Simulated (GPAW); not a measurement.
# Si2WN4 (MoSi2N4-type monolayer): G0W0 on several meshes in GPAW

Aim: the GW shift of Si2WN4 (MoSi2N4-type monolayer) against the k mesh.

Method: LDA and many-body steps on it, plane waves, in GPAW 26.7.0.

## (1) The structure

The cell holds 7 atoms: 1 W, 4 N and 2 Si. Cell: a = 2.872 Å, b = 2.872 Å, c = 18.000 Å, α = 90.0°, β = 90.0°, γ = 120.0°. Vacuum lies along c.

Coordinates:

```xyz
7
Lattice="2.8719 0.0000 0.0000 -1.4360 2.4871 0.0000 0.0000 0.0000 18.0000" Properties=species:S:1:pos:R:3
W     0.0000    0.0000    9.0000
N     0.0000    1.6581   10.2339
N     0.0000    1.6581    7.7661
Si    0.0000    1.6581   11.9693
Si    0.0000    1.6581    6.0307
N     1.4360    0.8290   12.4719
N     1.4360    0.8290    5.5281
```

The structure was relaxed with LDA. The runs that relaxed it are not among those shown. Spin-orbit coupling is left out unless a step names it.

## (2) Empty states on the mesh, 9×9×1 mesh, 218 bands

This step: GPAW 26.7.0; DFT, LDA, plane waves, PAW.

The sums over transitions need many empty states on a uniform mesh; this step solves for them.

Contents of run.py:

```python
import json
import numpy as np
from gpaw.mpi import world
from gpaw import GPAW

calc = GPAW('gs.gpw').fixed_density(kpts={'size': (9, 9, 1), 'gamma': True},
    nbands=254,
    convergence={'bands': 218},
    txt='nscf.txt')
calc.write('full.gpw', mode='all')
res = {}
kpts = calc.get_ibz_k_points()
res['kpts'] = kpts
res['eigenvalues'] = [calc.get_eigenvalues(kpt=k) for k in range(len(kpts))]
res['n_electrons'] = calc.get_number_of_electrons()

if world.rank == 0:
    with open('result.json', 'w') as f:
        json.dump(res, f, default=lambda x: x.tolist())
```

On the command line:

```console
mpirun -n 4 gpaw python run.py
```

Numbers of over 12 decimals in the logs are rounded to 6 here.

What it wrote:

```text
Diagonalizing LCAO Hamiltonian
Converting LCAO to pw mode
convergence criteria:
- Maximum integral of absolute [eigenst]ate change: 4e-08 eV^2 / valence electron
maximum number of iterations: 100

SCF iterations
|iter     |     time |      energy | eigst |  dens |
|iter:   1|  |             | +4.31 |       |
|iter:   2|  |             | +3.12 |       |
|iter:   3|  |             | +2.02 |       |
[...]
|iter:  15|  |             | -6.70 |       |
|iter:  16|  |             | -7.22 |       |
|iter:  17|  |             | -7.69c|       |
SCF steps: 17
  __  _  _
 | _ |_)|_||  |
 |__||  | ||/\| - 26.7.0

Input parameters:
  mode=PW(ecut=600.0),
  convergence={'bands': 218},
  gpts=array([ 18,  18, 105]),
  kpts=MonkhorstPack(size=(9, 9, 1), gamma=True),
  maxiter=100,
  nbands=254,
  occupations=Occupations(name='fermi-dirac', width=0.001, fixmagmom=False),
  parallel={},
  xc=XC(name='LDA')
# Writing to full.gpw (mode='all')
  [... matrices ...]

timing:  # [seconds]
  Total: 0.074  # ━━━━━━━━━━━━━━━━━━━━━━━━━━━━━━━━━━━━━━━━━━━━━━━━━━━━━━━━━━━
```

It took 2.2 min on 4 MPI ranks of Arm Neoverse V2, shared host; peak memory 1.3 GiB; 8.7 min of CPU time.

This step gave:

- gap: 2.071 eV
- k of the valence top: 0, 0, 0
- k of the conduction bottom: 0.3333, 0.3333, 0
- least direct gap: 2.456 eV
- k points computed: 12
- lowest point of the top converged band, above the valence top: 69.6722 eV

On this mesh the gap is 2.071 eV.

## (3) 9×9×1

G0W0 replaces the xc potential by the self-energy, built once from these orbitals. Only a window of levels is corrected, while the sums run over the empty bands that the input names.

This step: G0W0 on LDA, plane waves, PAW.

Contents of run.py:

```python
import json
import numpy as np
from gpaw.mpi import world
from gpaw.response.g0w0 import G0W0

gw = G0W0('full.gpw',
    filename='gw',
    kpts=[0, 6],
    bands=(19, 23),
    ecut=48,
    nbands=97,
    truncation='2D',
    integrate_gamma='sphere',
    q0_correction=True,
    frequencies={'type': 'nonlinear', 'domega0': 0.15, 'omega2': 15.0},
    eta=0.1,
    nblocksmax=True)
gw.calculate()
res = {mode: {k: v for k, v in r.items() if k != 'sigma_eskwn'}
       for mode, r in gw.all_results.items()}

if world.rank == 0:
    with open('result.json', 'w') as f:
        json.dump(res, f, default=lambda x: x.tolist())
```

On the command line:

```console
mpirun -n 4 gpaw python run.py
```

What it wrote:

```text
Using integrator: PointIntegrator
NonLinearFrequencyDescriptor(from 0.000 to 113.435 eV, 184 points)
Nonperiodic BCs:  [False False  True]
Using integrator: PointIntegrator
NonLinearFrequencyDescriptor(from 0.000 to 113.435 eV, 184 points)
Nonperiodic BCs:  [False False  True]
Applying analytical 2D correction to W:
    Evaluating Gamma point contribution to W on a 27x27x1 grid
  ___  _ _ _
 |   || | | |
 | | || | | |
 |__ ||_____|
 |___|

BZ k-points: Symmetries present (total): 12

  [... matrices ...]
81 k-points: 9 x 9 x 1 Monkhorst-Pack grid
12 k-points in the irreducible part of the Brillouin zone
       k-points in crystal coordinates                weights
   0:     0.00000000    0.00000000    0.00000000          1/81
   1:     0.11111111    0.00000000    0.00000000          6/81
   2:     0.22222222   -0.11111111    0.00000000          6/81
   3:     0.22222222    0.00000000    0.00000000          6/81
   4:     0.33333333   -0.11111111    0.00000000         12/81
   5:     0.33333333    0.00000000    0.00000000          6/81
   6:     0.33333333    0.33333333    0.00000000          2/81
   7:     0.44444444   -0.22222222    0.00000000          6/81
   8:     0.44444444   -0.11111111    0.00000000         12/81
   9:     0.44444444    0.00000000    0.00000000          6/81
          ...
  11:     0.44444444    0.44444444    0.00000000          6/81

Distributing spins, k-points and bands (1 x 2 x 4) over 1 process
Number of blocks: 4

Quasi particle states:
k-points (IBZ indices): [0, 6]
Band range: (19, 23)
  [... matrices ...]
Computational parameters:
Plane wave cut-off: 48 eV
Number of bands: 97
Coulomb cutoff: 2D
Broadening: 0.1 eV

fxc modes: GW
Kernel: RPA
Using full-frequency real axis integration
Summing all q:

Calculating screened Coulomb potential
2D Coulomb truncation
NonLinearFrequencyDescriptor(from 0.000 to 113.435 eV, 184 points)
Removing empty qpoint cache files...

Calculating chi0 body with:
    Ground state adapter containing:
    Number of spins: 1
    Number of kpoints: 81
    Number of irreducible kpoints: 12
    Number of completely occupied states: 21
    Number of partially occupied states: 21
    Occupied states memory: 10.901184 M / cpu

    Linear response parametrization:
    q_c: [0.0, 0.0, 0.0]
    Number of frequency points: 184
    Planewave cutoff: 48.0
    Number of bands: 97
    Number of planewaves: 111
    Broadening (eta): 0.1
    comm.size: 4
    kncomm.size: 1
    blockcomm.size: 4

    Memory estimate of potentially large arrays:
        chi0_wGG: 8.648163 M / cpu
Integrating chi0 body.

Symmetries of q_c:
    Direct symmetries (Uq -> q): 12
    Indirect symmetries (TUq -> q): 12
In total 24 allowed symmetries.

  [... matrices ...]
12 groups of equivalent kpoints. 85.185185% reduction.

Integral kind: spectral function
Integrating chi0 head and wings.

Symmetries of q_c:
    Direct symmetries (Uq -> q): 12
    Indirect symmetries (TUq -> q): 12
In total 24 allowed symmetries.

  [... matrices ...]
12 groups of equivalent kpoints. 85.185185% reduction.

Integral kind: spectral function wings

Calculating chi0 body with:
    Ground state adapter containing:
    Number of spins: 1
    Number of kpoints: 81
    Number of irreducible kpoints: 12
    Number of completely occupied states: 21
    Number of partially occupied states: 21
[... the further q-points ...]

Results:
f:      Occupation numbers
eps:     KS-eigenvalues [eV]
vxc:     KS vxc [eV]
exx:     Exact exchange [eV]
sigma:   Self-energies [eV]
dsigma:  Self-energy derivatives
Z:       Renormalization factors
qp:      QP-energies [eV]

k-point 0 (0): (0.000, 0.000, 0.000)                GW
band       f     eps     vxc     exx   sigma  dsigma       Z      qp
                                                                   GW
  19   1.000   0.270 -17.519 -21.242   3.661  -0.286   0.778   0.221
  20   1.000   3.032 -19.893 -20.688   1.536  -0.260   0.794   3.619
  21   0.000   6.022 -20.301 -15.229  -2.675  -0.270   0.787   7.909
  22   0.000   6.022 -20.301 -15.229  -2.675  -0.270   0.787   7.909

k-point 1 (6): (0.333, 0.333, 0.000)                GW
band       f     eps     vxc     exx   sigma  dsigma       Z      qp
                                                                   GW
  19   1.000   0.415 -17.414 -21.217   3.509  -0.284   0.779   0.186
  20   1.000   2.647 -19.951 -20.741   1.624  -0.264   0.791   3.306
  21   0.000   5.103 -21.136 -16.752  -2.193  -0.261   0.793   6.841
  22   0.000   7.873 -21.179 -14.957  -3.827  -0.305   0.766   9.709
```

It took 2.8 min on 4 MPI ranks; peak memory 2.5 GiB; 11 min of CPU time.

Numbers from this step:

```yaml
g0w0_gap_on_the_points_computed: 3.222 eV
least_direct_g0w0_gap_on_the_computed_points: 3.534 eV
z_at_the_valence_top: 0.7936
z_at_the_conduction_bottom: 0.7927
starting_gap_on_the_mesh: 2.071 eV
k_of_the_valence_top: 0, 0, 0
k_of_the_conduction_bottom: 0.3333, 0.3333, 0
```

The gap on the mesh goes from 2.07 eV to 3.22 eV, a correction of +1.15 eV.

## (4) Empty states on the mesh, 6×6×1 mesh, 107 bands

This step: DFT, LDA, plane waves, PAW.

Contents of run.py:

```python
import json
import numpy as np
from gpaw.mpi import world
from gpaw import GPAW

calc = GPAW('gs.gpw').fixed_density(kpts={'size': (6, 6, 1), 'gamma': True},
    nbands=124,
    convergence={'bands': 107},
    txt='nscf.txt')
calc.write('full.gpw', mode='all')
res = {}
kpts = calc.get_ibz_k_points()
res['kpts'] = kpts
res['eigenvalues'] = [calc.get_eigenvalues(kpt=k) for k in range(len(kpts))]
res['n_electrons'] = calc.get_number_of_electrons()

if world.rank == 0:
    with open('result.json', 'w') as f:
        json.dump(res, f, default=lambda x: x.tolist())
```

On the command line:

```console
mpirun -n 4 gpaw python run.py
```

What it wrote:

```text
Diagonalizing LCAO Hamiltonian
Converting LCAO to pw mode
convergence criteria:
- Maximum integral of absolute [eigenst]ate change: 4e-08 eV^2 / valence electron
maximum number of iterations: 100

SCF iterations
|iter     |     time |      energy | eigst |  dens |
|iter:   1|  |             | +3.83 |       |
|iter:   2|  |             | +2.59 |       |
|iter:   3|  |             | +1.53 |       |
[...]
|iter:  12|  |             | -6.84 |       |
|iter:  13|  |             | -7.35 |       |
|iter:  14|  |             | -7.74c|       |
SCF steps: 14
  __  _  _
 | _ |_)|_||  |
 |__||  | ||/\| - 26.7.0

Input parameters:
  mode=PW(ecut=600.0),
  convergence={'bands': 107},
  gpts=array([ 18,  18, 105]),
  kpts=MonkhorstPack(size=(6, 6, 1), gamma=True),
  maxiter=100,
  nbands=124,
  occupations=Occupations(name='fermi-dirac', width=0.001, fixmagmom=False),
  parallel={},
  xc=XC(name='LDA')
# Writing to full.gpw (mode='all')
  [... matrices ...]

timing:  # [seconds]
  Total: 0.037  # ━━━━━━━━━━━━━━━━━━━━━━━━━━━━━━━━━━━━━━━━━━━━━━━━━━━━━━━━━━━
```

Run time: 28 s. Hardware: 4 MPI ranks; peak memory 1.1 GiB; 1.9 min of CPU time.

Numbers from this step:

```yaml
gap: 2.071 eV
k_of_the_valence_top: 0, 0, 0
k_of_the_conduction_bottom: 0.3333, 0.3333, 0
least_direct_gap: 2.456 eV
k_points_computed: 7
lowest_point_of_the_top_converged_band_above_the_valence_top: 37.54 eV
```

On this mesh the gap is 2.071 eV.

## (5) 6×6×1

This step: G0W0 on LDA, plane waves, PAW.

Contents of run.py:

```python
import json
import numpy as np
from gpaw.mpi import world
from gpaw.response.g0w0 import G0W0

gw = G0W0('full.gpw',
    filename='gw',
    kpts=[0, 4],
    bands=(19, 23),
    ecut=48,
    nbands=97,
    truncation='2D',
    integrate_gamma='sphere',
    q0_correction=True,
    frequencies={'type': 'nonlinear', 'domega0': 0.15, 'omega2': 15.0},
    eta=0.1,
    nblocksmax=True)
gw.calculate()
res = {mode: {k: v for k, v in r.items() if k != 'sigma_eskwn'}
       for mode, r in gw.all_results.items()}

if world.rank == 0:
    with open('result.json', 'w') as f:
        json.dump(res, f, default=lambda x: x.tolist())
```

On the command line:

```console
mpirun -n 4 gpaw python run.py
```

What it wrote:

```text
Using integrator: PointIntegrator
NonLinearFrequencyDescriptor(from 0.000 to 113.435 eV, 184 points)
Nonperiodic BCs:  [False False  True]
Using integrator: PointIntegrator
NonLinearFrequencyDescriptor(from 0.000 to 113.435 eV, 184 points)
Nonperiodic BCs:  [False False  True]
Applying analytical 2D correction to W:
    Evaluating Gamma point contribution to W on a 39x39x1 grid
  ___  _ _ _
 |   || | | |
 | | || | | |
 |__ ||_____|
 |___|

BZ k-points: Symmetries present (total): 12

  [... matrices ...]
36 k-points: 6 x 6 x 1 Monkhorst-Pack grid + [1/12,1/12,0.000000]
7 k-points in the irreducible part of the Brillouin zone
       k-points in crystal coordinates                weights
   0:     0.00000000    0.00000000    0.00000000          1/36
   1:     0.16666667    0.00000000    0.00000000          6/36
   2:     0.33333333   -0.16666667    0.00000000          6/36
   3:     0.33333333    0.00000000    0.00000000          6/36
   4:     0.33333333    0.33333333    0.00000000          2/36
   5:     0.50000000    0.33333333    0.00000000         12/36
   6:     0.50000000    0.50000000    0.00000000          3/36

Distributing spins, k-points and bands (1 x 2 x 4) over 1 process
Number of blocks: 4

Quasi particle states:
k-points (IBZ indices): [0, 4]
Band range: (19, 23)
  [... matrices ...]
Computational parameters:
Plane wave cut-off: 48 eV
Number of bands: 97
Coulomb cutoff: 2D
Broadening: 0.1 eV

fxc modes: GW
Kernel: RPA
Using full-frequency real axis integration
Summing all q:

Calculating screened Coulomb potential
2D Coulomb truncation
NonLinearFrequencyDescriptor(from 0.000 to 113.435 eV, 184 points)
Removing empty qpoint cache files...

Calculating chi0 body with:
    Ground state adapter containing:
    Number of spins: 1
    Number of kpoints: 36
[...]
q_c: [1.3877787807814457e-17, 1.3877787807814457e-17, 0.0]
    Number of frequency points: 184
    Planewave cutoff: 48.0
    Number of bands: 97
    Number of planewaves: 111
    Broadening (eta): 0.1
    comm.size: 4
    kncomm.size: 1
    blockcomm.size: 4

    Memory estimate of potentially large arrays:
        chi0_wGG: 8.648163 M / cpu
Integrating chi0 body.

Symmetries of q_c:
    Direct symmetries (Uq -> q): 12
    Indirect symmetries (TUq -> q): 12
In total 24 allowed symmetries.

  [... matrices ...]
7 groups of equivalent kpoints. 80.555556% reduction.

Integral kind: spectral function
Integrating chi0 head and wings.

Symmetries of q_c:
    Direct symmetries (Uq -> q): 12
    Indirect symmetries (TUq -> q): 12
In total 24 allowed symmetries.

  [... matrices ...]
7 groups of equivalent kpoints. 80.555556% reduction.

Integral kind: spectral function wings

Calculating chi0 body with:
    Ground state adapter containing:
    Number of spins: 1
    Number of kpoints: 36
    Number of irreducible kpoints: 7
    Number of completely occupied states: 21
    Number of partially occupied states: 21
[... the further q-points ...]

Results:
f:      Occupation numbers
eps:     KS-eigenvalues [eV]
vxc:     KS vxc [eV]
exx:     Exact exchange [eV]
sigma:   Self-energies [eV]
dsigma:  Self-energy derivatives
Z:       Renormalization factors
qp:      QP-energies [eV]

k-point 0 (0): (0.000, 0.000, 0.000)                GW
band       f     eps     vxc     exx   sigma  dsigma       Z      qp
                                                                   GW
  19   1.000   0.270 -17.519 -21.239   3.730  -0.293   0.773   0.277
  20   1.000   3.032 -19.893 -20.667   1.592  -0.273   0.786   3.674
  21   0.000   6.022 -20.301 -15.233  -2.725  -0.275   0.784   7.860
[...]
k-point 1 (4): (0.333, 0.333, 0.000)                GW
band       f     eps     vxc     exx   sigma  dsigma       Z      qp
                                                                   GW
[...]
21   0.000   5.103 -21.136 -16.679  -2.338  -0.277   0.783   6.763
  22   0.000   7.873 -21.179 -14.957  -3.872  -0.313   0.762   9.663
```

Run time: 48 s. Hardware: 4 MPI ranks; peak memory 1.8 GiB; 3.2 min of CPU time.

Numbers from this step:

| Item | Value |
| --- | --- |
| G0W0 gap on the points computed | 3.089 eV |
| least direct G0W0 gap on the computed points | 3.410 eV |
| Z at the valence top | 0.7855 |
| Z at the conduction bottom | 0.7831 |
| starting gap on the mesh | 2.071 eV |
| k of the valence top | 0, 0, 0 |
| k of the conduction bottom | 0.3333, 0.3333, 0 |

Against G0W0 in GPAW (9×9×1 mesh, 97 bands, screening to 48 eV, full frequency, Hilbert transform), the gap moves by −0.133 eV.

## (6) Side by side

Times are wall times on 4 MPI ranks of Arm Neoverse V2, shared host, good to a factor of about two.

```
  run   mesh  bands  screening cutoff (eV)  DFT gap (eV)  gap on the mesh (eV)  direct (eV)     time
9×9×1  9×9×1     97                     48         2.071                 3.222        3.534  2.8 min
6×6×1  6×6×1     97                     48         2.071                 3.089        3.410     48 s
```

## (7) Summary of results

- 9×9×1: 3.222 eV
- 6×6×1: 3.089 eV
- known limits: not at the basis limit; no spin-orbit coupling

In words: 6×6×1: −0.133 eV against 9×9×1. Bands and cutoff are finite, so the gap is not at the basis limit. The miss can reach some tenths of an eV and take either sign; the mesh is an error of its own. These stock PAW sets were not made for GW; the filled d or f shell of W lies in the frozen core, which bears on start and correction. In the G0W0 runs levels were corrected at 2 k points alone, so a gap called «on the mesh» is the least over those, and an edge elsewhere would be missed. The many-body steps are scalar-relativistic: spin-orbit coupling is not in them.

[Paths, hosts, dates, memory and timing lines, banners, echoed tables and standing remarks are left out of the program output.]

[Logs are printed without paths, hosts, clocks, repeated set-up lines and the standing remarks that a program may print on its own settings, such as how far it seeks lower states.]

[Runs of the session that timed out or met a known fault of the program may be left out.]

[Hosts, paths, dates, database ids (printed as entryN), source tags and the programs' standing remarks are cut or masked in the printed files.]
